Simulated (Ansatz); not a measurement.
# Ba2PF (model structure): optical spectrum from first principles

Aim: the dielectric function of Ba2PF (model structure), and the optical constants that follow from it. The structure is a model built here, which may or may not match a known phase. It was built so: All N replaced by P in the R-3m structure of Ba2NF. The cell given below was relaxed beforehand with Ansatz.

Main program and level: Ansatz 0.2.0; DFT, PBE, plane-wave PAW, default files, scalar-relativistic, independent-particle optical response without local fields.

## (1) The starting structure

It takes space group R-3m (No. 166, trigonal). Conventional cell: a = 4.510 Å, b = 4.510 Å, c = 20.395 Å, α = 90.00°, β = 90.00°, γ = 120.00°. Ba has 3 F at 3.09 Å and 3 P at 3.13 Å nearest. P has 6 Ba at 3.13 Å nearest. Nearest to F lie 6 Ba at 3.09 Å. All N replaced by P in the R-3m structure of Ba2NF. Farther neighbours and most contacts between anions are not listed.

Structure file:

```cif
data_structure
_symmetry_space_group_name_H-M 'P 1'
_symmetry_Int_Tables_number 1
_cell_length_a 7.2800
_cell_length_b 7.2800
_cell_length_c 7.2800
_cell_angle_alpha 36.088
_cell_angle_beta 36.088
_cell_angle_gamma 36.088
_cell_volume 119.75
loop_
_atom_site_label
_atom_site_type_symbol
_atom_site_fract_x
_atom_site_fract_y
_atom_site_fract_z
_atom_site_occupancy
Ba1 Ba 0.25188 0.25188 0.25188 1
Ba2 Ba 0.74812 0.74812 0.74812 1
P3 P 0.50000 0.50000 0.50000 1
F4 F 0.00000 0.00000 0.00000 1
```

## (2) Ground state and bands

The self-consistent density comes first; it also tells whether there is a gap, which decides the occupations and the need for a Drude term.

This step: DFT, PBE, plane-wave PAW, default files, scalar-relativistic, ground state (Ansatz 0.2.0).

input.yaml

```yaml
crystal:
  lattice:
    - [2.2549562619, 1.3018996048, 6.7984488785]
    - [-2.2549562619, 1.3018996048, 6.7984488785]
    - [0.0, -2.6037992097, 6.7984488785]
  atoms:
    - { symbol: Ba, position: [0.2518833611, 0.2518833611, 0.2518833611] }
    - { symbol: Ba, position: [0.7481166389, 0.7481166389, 0.7481166389] }
    - { symbol: P, position: [0.5, 0.5, 0.5] }
    - { symbol: F, position: [0.0, 0.0, 0.0] }
kpoints:
  mp_grid: { grid: [6, 6, 6] }
  band_path:
    path:
      - [[0.0, 0.0, 0.0], [0.5, 0.0, 0.0], [0.5, 0.19111471, -0.19111471]]
      - [[0.80888529, 0.5, 0.19111471], [0.5, 0.5, 0.5], [0.0, 0.0, 0.0], [0.34555735, 0.0, -0.34555735]]
      - [[0.65444265, 0.34555735, 0.0], [0.5, 0.5, 0.0], [0.65444265, 0.65444265, 0.19111471], [0.5, 0.5, 0.5]]
      - [[0.5, 0.0, 0.0], [0.80888529, 0.34555735, 0.34555735]]
    npoints: 7
scf:
  occupations: { method: fermi_dirac, width: 0.05 }
  n_extra_bands: 8
hamiltonian:
  xc: pbe
  pseudopotentials: { kind: paw }
output:
  forces: true
  stress: true
  populations: true
  write_bands: true
  write_density: true
  write_potential: true
  elf: true
  volumetric_format: npy
```

Command:

```sh
$ ansatz run input.yaml --threads 2 --pin off --max-ram 5120MiB --backend cpu --events-out ev --progress --plain --runs-dir out
```

Planned after this: spectrum; static response with local fields. Settings of the main run: response mesh 8×8×8, line width 0.2 eV, cutoff 420 eV, fixed occupations, geometry relaxed.

Before running: what should come out for the gap on the path; least direct gap on the path; electronic dielectric constant ε∞, mean over x, y and z; and absorption onset, first axis?

Light drives vertical transitions, so the absorption sets in only above the least direct gap, 1.18 eV, apart from the broadening. At this level (PBE, independent particles) Ba2PF has a mean ε∞ = 7.08 (6.02 with local fields) and n = 2.78 at 1550 nm (E ∥ x); absorption sets in near 1.2 eV, and Im ε peaks at 5.1 eV (E ∥ x). The gap on the path, 1.15 eV, is indirect by a hair: the least direct gap lies 33 meV higher.

```
gap on the path                                                                                                                                     : 1.15 eV
least direct gap on the path                                                                                                                        : 1.18 eV
electronic dielectric constant ε∞, mean over x, y and z (by symmetry where fewer were run) (independent particles)                                  : 7.08
absorption onset, first axis (α over 10⁴ cm⁻¹, or the direct gap if that lies higher)                                                               : 1.18 eV
main peak of Im epsilon, first axis                                                                                                                 : 5.08 eV
centre of weight of the strongest loss peak in the window, first axis                                                                               : 22.9 eV
photocurrent from vertical transitions in a film 500 nm thick on a perfect mirror (two passes), AM1.5G, no front reflection, all carriers collected : 40.7 mA/cm²
electronic dielectric constant ε∞, mean over x, y and z (by symmetry where fewer were run) (static response with local fields)                      : 6.02
```

Lines 0.2 eV wide carry a tail of absorption under the direct gap, past the threshold already at 1.09 eV. Absorption passes 10⁴ cm⁻¹ from the direct gap on, 1.18 eV, in the infrared, so it absorbs across the visible. The strongest loss structure up to 26 eV has its centre of weight at 22.9 eV; a free-electron gas of the 26.9 electrons in the f-sum would put its plasmon at 17.6 eV. The f-sum over the summed bands holds 26.9 of the cell's 32 electrons outside the frozen cores, 18 of which lie in bands more than 12 eV below the Fermi level, whose transitions come at higher energies. Up to 26 eV the strength has a mean oscillator energy of 6.9 eV, well above the main peak, so higher transitions carry much of it. In reflection the computed colour is grey: x = 0.310, y = 0.334, luminous reflectivity 27 %. With local fields and the functional's kernel the static response is 6.02 against 7.08 for independent particles (-15 %). In the base spectrum excitons and phonon-assisted transitions are missing, and so are local fields; PBE gaps are as a rule too small, which pulls the onset down and ε∞ up. In the base run ε includes the program's bounded estimate of what the bands above those summed add. Spin-orbit coupling is left out although heavy atoms are present.

[Logs are printed without paths, hosts, clocks, repeated set-up lines and the standing remarks that a program may print on its own settings, such as how far it seeks lower states.]

[Hosts, paths, dates, database ids (printed as entryN), source tags and the programs' standing remarks are cut or masked in the printed files.]
